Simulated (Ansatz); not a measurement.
**Cu(111) with 4 thermally displaced layers, 2x2: scattering by thermal displacements**

How much do lattice vibrations at 400 K scatter the electrons of Cu? Layers with random displacements are laid between perfect leads, and the resistance is followed against their length.

Program: Ansatz 0.2.0. Level of theory: Ansatz plane-wave DFT, PBE, PAW files; ballistic transport by layer matching (Landauer), zero bias; PAW set soft_1. Results are calculated unless marked as measured.

Report form: the programs' logs are mostly left out.

### 1. Set-up

The cell holds 40 atoms: 40 Cu. Cell: a = 5.112 Å, b = 5.112 Å, c = 20.923 Å, α = 93.5°, β = 86.5°, γ = 120.0°. It derives from Cu. Regions: lead, 24 atoms (24 Cu); scattering region, 16 atoms (16 Cu). The structure is stacked along c, and the current runs across the ab planes.

### 2. With 4 displaced layers

Each atom of 4 layers is moved at random, by amounts drawn from a normal law 0.0891 Å wide in each direction from the Debye model (343 K) at 400 K. The layers about the cell's end stay perfect and serve as the lead. Disorder leaves little or no symmetry, which makes such runs dear. Energies from -0.05 to 0.05 eV in steps of 0.05 eV are too few for the program's thermal sum, so it prints no conductance; for a metal the transmission near the Fermi level serves, at a fraction of the cost.

Contents of input.yaml:

```yaml
crystal:
  lattice:
    - [5.1123254594, 0.0, 0.0]
    - [-2.5561627297, 4.4274037203, 0.0]
    - [1.2780813649, -0.73790062, 20.8709812911]
  atoms:
    - { symbol: Cu, position: [0.9916666667, 0.0083333333, 0.05] }
    - { symbol: Cu, position: [0.9916666667, 0.5083333333, 0.05] }
    - { symbol: Cu, position: [0.4916666667, 0.0083333333, 0.05] }
    - { symbol: Cu, position: [0.4916666667, 0.5083333333, 0.05] }
    - { symbol: Cu, position: [0.1416666667, 0.3583333333, 0.15] }
    - { symbol: Cu, position: [0.1416666667, 0.8583333333, 0.15] }
    - { symbol: Cu, position: [0.6416666667, 0.3583333333, 0.15] }
    - { symbol: Cu, position: [0.6416666667, 0.8583333333, 0.15] }
[... 28 atom lines left out ...]
    - { symbol: Cu, position: [0.8416666667, 0.1583333333, 0.95] }
    - { symbol: Cu, position: [0.8416666667, 0.6583333333, 0.95] }
    - { symbol: Cu, position: [0.3416666667, 0.1583333333, 0.95] }
    - { symbol: Cu, position: [0.3416666667, 0.6583333333, 0.95] }
kpoints:
  mp_grid: { grid: [5, 5, 1] }
hamiltonian:
  xc: pbe
  pseudopotentials: { kind: paw, azcp: { folder: soft_1 } }
scf:
  occupations: { method: fermi_dirac, width: 0.1 }
output:
  transmission:
    leads: [[0, 4]]
    kmesh: [10, 10]
    e_range: [-0.05, 0.05]
    de: 0.05
  write_potential: true
  write_density: true
  volumetric_format: npy
  elf: true
```

On the command line:

```
$ ansatz run input.yaml --threads 4 --pin off --max-ram 15360MiB --backend cpu --events-out ev --progress --plain --runs-dir out
```

The job ended after 8.8 min (4 threads of Arm Neoverse V1, shared host; peak memory 4.9 GiB; 34 min of CPU time).

This step gave:

| Property | Result |
| --- | --- |
| free energy | -265006.0413 eV |
| energy at zero smearing | -265005.7925 eV |
| Fermi energy | 16.34 eV |
| cell area | 22.63 Å² |
| transmission per spin nearest the Fermi level | 3.048 |
| open channels per spin nearest the Fermi level | 3.21 |
| step of the lead's potential | 3 meV |

Per spin. Transmission, zone mean against energy, zero at the Fermi level:

```csv
energy (eV),"transmission, zone mean"
-0.0500,3.03
0.0000,3.05
0.0500,3.06
```

Per spin. The open channels, zone mean, lead stays at 3.21 for energy from -0.05 to 0.05 eV.

Transmission over k1 and k2. At 0.0000 eV from the Fermi level.

Values, 10 rows by 10 columns:
```
2.99 3.23 2.97 2.96 2.96 3.39 2.98 2.98 2.98 2.99
2.98 2.98 3.24 2.94 2.92 3.36 2.98 2.98 2.98 2.98
2.97 2.97 2.96 3.34 2.52 3.41 2.98 2.98 2.98 2.98
2.96 2.95 2.93 2.77 2.50 2.73 2.82 2.96 2.96 2.96
3.88 3.87 3.81 3.73 2.91 2.89 2.91 3.73 3.81 3.87
2.96 2.96 2.96 2.96 2.82 2.73 2.50 2.77 2.93 2.95
2.97 2.98 2.98 2.98 2.98 3.41 2.52 3.34 2.96 2.97
2.98 2.98 2.98 2.98 2.98 3.36 2.92 2.94 3.24 2.98
2.99 2.99 2.98 2.98 2.98 3.39 2.96 2.96 2.97 3.23
3.22 2.98 2.98 2.98 2.98 3.40 2.98 2.98 2.98 2.98
```
Columns: k1 (b1) from -0.5 to 0.4; rows upwards: k2 (b2) from -0.5 to 0.4.

Open channels over k1 and k2. At 0.0000 eV from the Fermi level.

Values, 10 rows by 10 columns:
```
3.00 4.00 3.00 3.00 3.00 4.00 3.00 3.00 3.00 3.00
3.00 3.00 4.00 3.00 3.00 4.00 3.00 3.00 3.00 3.00
3.00 3.00 3.00 4.00 3.00 4.00 3.00 3.00 3.00 3.00
3.00 3.00 3.00 3.00 3.00 3.00 3.00 3.00 3.00 3.00
4.00 4.00 4.00 4.00 3.00 3.00 3.00 4.00 4.00 4.00
3.00 3.00 3.00 3.00 3.00 3.00 3.00 3.00 3.00 3.00
3.00 3.00 3.00 3.00 3.00 4.00 3.00 4.00 3.00 3.00
3.00 3.00 3.00 3.00 3.00 4.00 3.00 3.00 4.00 3.00
3.00 3.00 3.00 3.00 3.00 4.00 3.00 3.00 3.00 4.00
4.00 3.00 3.00 3.00 3.00 4.00 3.00 3.00 3.00 3.00
```
Columns: k1 (b1) from -0.5 to 0.4; rows upwards: k2 (b2) from -0.5 to 0.4.

Valence density in the ca plane at fractional y = 0.125, with atoms of Cu within 0.2 Å of it. It is the smooth field of the valence electrons, not physical close to the nuclei.

Values in e/Å³, 8 rows by 16 columns, each cell a mean:
```
 0  0  1  0 10  6  0  0  0  0  2 25  0  0  0  0
 0  0  5  4  0  0  0  0  1  1  1  5  0  0  0  0
 0  0  3  2  0  0  0  0  2  3  0  0  0  1  0  1
 0  0  0  0  2  2  0  0  0  1  1  1  0  1  0  1
 0  0  1  0  3  5  0  0  0  0  4 25  0  0  0  0
 0  0  5  4  0  1  0  1  0  1  1  7  0  0  0  0
 0  0  3  2  1  0  0  1  1  1  0  0  0  1  0  1
 0  0  0  0 11  5  0  0  0  0  0  2  0  1  0  1
```
Columns run along c (16.0 Å, from fractional 0.12 to 0.88 of the cell), rows up along a (5.1 Å). Atoms in or near the plane, at fractional coordinates: Cu at (0.34, 0.96), Cu at (0.65, 0.89), Cu at (0.65, 0.40).

ELF in the ca plane at fractional y = 0.125, with atoms of Cu within 0.2 Å of it. It is the smooth field of the valence electrons, not physical close to the nuclei.

Values, 8 rows by 16 columns, each cell a mean:
```
0.22 0.23 0.18 0.21 0.24 0.19 0.24 0.23 0.25 0.26 0.18 0.39 0.22 0.24 0.24 0.23
0.22 0.24 0.19 0.18 0.21 0.18 0.22 0.24 0.19 0.17 0.19 0.19 0.21 0.21 0.23 0.24
0.22 0.24 0.17 0.17 0.21 0.19 0.20 0.21 0.18 0.16 0.22 0.20 0.20 0.16 0.20 0.17
0.20 0.21 0.21 0.22 0.17 0.16 0.23 0.23 0.19 0.18 0.19 0.16 0.20 0.17 0.20 0.17
0.22 0.23 0.18 0.21 0.18 0.18 0.25 0.24 0.23 0.25 0.20 0.39 0.22 0.24 0.24 0.23
0.22 0.24 0.19 0.18 0.21 0.19 0.21 0.18 0.20 0.18 0.19 0.21 0.21 0.21 0.23 0.24
0.22 0.24 0.17 0.18 0.21 0.20 0.19 0.18 0.19 0.16 0.22 0.20 0.20 0.16 0.20 0.17
0.20 0.21 0.21 0.23 0.25 0.19 0.23 0.22 0.22 0.18 0.19 0.17 0.20 0.17 0.20 0.17
```
Columns run along c (16.0 Å, from fractional 0.12 to 0.88 of the cell), rows up along a (5.1 Å). Atoms in or near the plane, at fractional coordinates: Cu at (0.34, 0.96), Cu at (0.65, 0.89), Cu at (0.65, 0.40).

Electrostatic potential energy in the ca plane at fractional y = 0.125, with atoms of Cu within 0.2 Å of it. With pseudopotentials it is smooth inside the atoms' cores, unlike the true potential.

Ten even steps from '0' (-42 eV) to '9' (19 eV), each cell a mean:
```
99999999999500059999999999998400179999999999
99999975579842479999999999998400169999999999
99999841148987899999999866899732489999999999
99999840038999999999999622599987899988999989
99999963358999999999999622589999999866899878
99999998789975689999999855799988999865799867
99999999999841159999999998998634799988999888
99999999999830048999999999997200389999999999
99999975579863369999999999997200289999999999
99999841148987789987799988898511489999999999
99999840038999999986689865699876899988999989
99999963358987899986689854689999999866899878
99999998789732489998899976799988999865799867
99999999999500059999999999999632589988999888
```
Columns run along c (16.0 Å, from fractional 0.12 to 0.88 of the cell; values clipped at the 3rd and 97th percentile), rows up along a (5.1 Å). Atoms in or near the plane, at fractional coordinates: Cu at (0.34, 0.96), Cu at (0.65, 0.89), Cu at (0.65, 0.40).

Over the solved energies the transmission per spin lies between 3.03 and 3.06, out of 3.21 channels of the lead on average (up to 3.21).

### 3. With 8 displaced layers

Each atom of 8 layers is moved at random, by amounts drawn from a normal law 0.0891 Å wide in each direction from the Debye model (343 K) at 400 K. A fresh draw is used; the growth of the resistance with length is what counts.

System of this step: Cu(111) with 8 thermally displaced layers, 2x2. The cell holds 56 atoms: 56 Cu. Its edges and angles: a = 5.112 Å, b = 5.112 Å, c = 29.257 Å, α = 87.5°, β = 92.5°, γ = 120.0°. It derives from Cu. Regions: lead, 24 atoms (24 Cu); scattering region, 32 atoms (32 Cu). The structure is stacked along c, and the current runs across the ab planes.

Contents of input.yaml:

```yaml
crystal:
  lattice:
    - [5.1123254594, 0.0, 0.0]
    - [-2.5561627297, 4.4274037203, 0.0]
    - [-1.2780813649, 0.73790062, 29.2193738075]
  atoms:
    - { symbol: Cu, position: [0.005952381, 0.994047619, 0.0357142857] }
    - { symbol: Cu, position: [0.005952381, 0.494047619, 0.0357142857] }
    - { symbol: Cu, position: [0.505952381, 0.994047619, 0.0357142857] }
    - { symbol: Cu, position: [0.505952381, 0.494047619, 0.0357142857] }
    - { symbol: Cu, position: [0.1845238095, 0.3154761905, 0.1071428571] }
    - { symbol: Cu, position: [0.1845238095, 0.8154761905, 0.1071428571] }
    - { symbol: Cu, position: [0.6845238095, 0.3154761905, 0.1071428571] }
    - { symbol: Cu, position: [0.6845238095, 0.8154761905, 0.1071428571] }
[... 44 atom lines left out ...]
    - { symbol: Cu, position: [0.3273809524, 0.1726190476, 0.9642857143] }
    - { symbol: Cu, position: [0.3273809524, 0.6726190476, 0.9642857143] }
    - { symbol: Cu, position: [0.8273809524, 0.1726190476, 0.9642857143] }
    - { symbol: Cu, position: [0.8273809524, 0.6726190476, 0.9642857143] }
kpoints:
  mp_grid: { grid: [5, 5, 1] }
hamiltonian:
  xc: pbe
  pseudopotentials: { kind: paw, azcp: { folder: soft_1 } }
scf:
  occupations: { method: fermi_dirac, width: 0.1 }
output:
  transmission:
    leads: [[0, 4]]
    kmesh: [10, 10]
    e_range: [-0.05, 0.05]
    de: 0.05
  write_potential: true
  write_density: true
  volumetric_format: npy
```

Run time: 18 min. Hardware: 4 threads; peak memory 8.4 GiB; 71 min of CPU time.

This step gave:

* free energy: -371007.3877 eV
* energy at zero smearing: -371007.0330 eV
* transmission per spin nearest the Fermi level: 2.969

Per spin. Transmission, zone mean against energy, zero at the Fermi level:

```csv
energy (eV),"transmission, zone mean"
-0.0500,2.94
0.0000,2.97
0.0500,2.98
```

Over the solved energies the transmission per spin lies between 2.94 and 2.98, out of 3.21 channels of the lead on average (up to 3.21).

### 4. With 12 displaced layers

Each atom of 12 layers is moved at random, by amounts drawn from a normal law 0.0891 Å wide in each direction from the Debye model (343 K) at 400 K. A fresh draw is used; the growth of the resistance with length is what counts.

System of this step: Cu(111) with 12 thermally displaced layers, 2x2. The cell holds 72 atoms: 72 Cu. Its edges and angles: a = 5.112 Å, b = 5.112 Å, c = 37.568 Å, α = 90.0°, β = 90.0°, γ = 120.0°. It derives from Cu. Regions: lead, 24 atoms (24 Cu); scattering region, 48 atoms (48 Cu). The structure is stacked along c, and the current runs across the ab planes.

Contents of input.yaml:

```yaml
crystal:
  lattice:
    - [5.1123254594, 0.0, 0.0]
    - [-2.5561627297, 4.4274037203, 0.0]
    - [0.0, 0.0, 37.567766324]
  atoms:
    - { symbol: Cu, position: [0.0, 0.0, 0.0277777778] }
    - { symbol: Cu, position: [0.0, 0.5, 0.0277777778] }
    - { symbol: Cu, position: [0.5, 0.0, 0.0277777778] }
    - { symbol: Cu, position: [0.5, 0.5, 0.0277777778] }
    - { symbol: Cu, position: [0.1666666667, 0.3333333333, 0.0833333333] }
    - { symbol: Cu, position: [0.1666666667, 0.8333333333, 0.0833333333] }
    - { symbol: Cu, position: [0.6666666667, 0.3333333333, 0.0833333333] }
    - { symbol: Cu, position: [0.6666666667, 0.8333333333, 0.0833333333] }
[... 60 atom lines left out ...]
    - { symbol: Cu, position: [0.3333333333, 0.1666666667, 0.9722222222] }
    - { symbol: Cu, position: [0.3333333333, 0.6666666667, 0.9722222222] }
    - { symbol: Cu, position: [0.8333333333, 0.1666666667, 0.9722222222] }
    - { symbol: Cu, position: [0.8333333333, 0.6666666667, 0.9722222222] }
kpoints:
  mp_grid: { grid: [5, 5, 1] }
hamiltonian:
  xc: pbe
  pseudopotentials: { kind: paw, azcp: { folder: soft_1 } }
scf:
  occupations: { method: fermi_dirac, width: 0.1 }
output:
  transmission:
    leads: [[0, 4]]
    kmesh: [10, 10]
    e_range: [-0.05, 0.05]
    de: 0.05
  write_potential: true
  write_density: true
  volumetric_format: npy
```

Run time: 34 min. Hardware: 4 threads; peak memory 7.4 GiB.

This step gave:

```yaml
free_energy: -477010.2472 eV
energy_at_zero_smearing: -477009.8300 eV
fermi_energy: 16.32 eV
transmission_per_spin_nearest_the_fermi_level: 2.896
step_of_the_lead_s_potential: 2.5 meV
```

Per spin. Transmission, zone mean against energy, zero at the Fermi level:

```csv
energy (eV),"transmission, zone mean"
-0.0500,2.87
0.0000,2.90
0.0500,2.93
```

Over the solved energies the transmission per spin lies between 2.87 and 2.93, out of 3.21 channels of the lead on average (up to 3.21).

### 5. Resistance against length

This step: Ansatz plane-wave DFT, PBE, PAW files; ballistic transport by layer matching (Landauer), zero bias; resistivity from the slope of the area resistance; PAW set soft_1 (Ansatz 0.2.0).

This step gave:

```yaml
resistivity: 2.955 µΩ cm
intercept: 0.02496 fΩ m²
scatter_about_the_fit: 8.34e-4 fΩ m²
```

Resistance, by row:

```csv
run,length (Å),T,channels N,RA (fΩ m²)
n4,8.348,3.046,3.21,0.04904
n8,16.7,2.964,3.21,0.07549
n12,25.05,2.897,3.21,0.09839
```

The area resistance by length of the displaced region:

```csv
length of the displaced region (Å),area resistance (fΩ m²)
8.35,0.0490
16.70,0.0755
25.05,0.0984
```

The area resistance goes from 0.049 to 0.098 fΩ m² between 8.3 and 25.0 Å, a slope of 3.0 µΩ cm.

By hand from the end points: (0.09839 − 0.04904) fΩ m² / (25.05 − 8.35) Å = 3.0 µΩ cm, since 1 fΩ m² per Å is 1000 µΩ cm.

### 6. Results

| Item | Value |
| --- | --- |
| resistivity from the slope | 2.96 µΩ cm |
| area resistance over 8.35 Å | 0.0490 fΩ m² |
| area resistance over 16.7 Å | 0.0755 fΩ m² |
| area resistance over 25.0 Å | 0.0984 fΩ m² |

What this shows: The slope gives 3.0 µΩ cm. The points scatter by 8.3e-4 fΩ m² about the line, with one random draw a length in a 2x2 cell, so the slope is a rough value. The mean square of the displacements drawn is 0.94, 0.88 and 0.76 of the nominal one at the three lengths; with each resistance scaled back by that, the slope is 4.7 µΩ cm, the value used below. Read with a model of isotropic scattering on a spherical Fermi surface and the lead's 1.1×10¹⁵ S/m², this slope means a mean free path near 172 Å; over these lengths the model's slope is 1.18 times its bulk resistivity, which would be 4.0 µΩ cm. Uncorrelated displacements put too much weight on short waves, which scatter strongly; with the sideways repeat of a small cell, one draw and three short lengths, the method is good to a factor of two or three.

[Logs are printed without paths, hosts, clocks, repeated set-up lines and the standing remarks that a program may print on its own settings, such as how far it seeks lower states.]

[Hosts, paths, dates, database ids (printed as entryN), source tags and the programs' standing remarks are cut or masked in the printed files.]
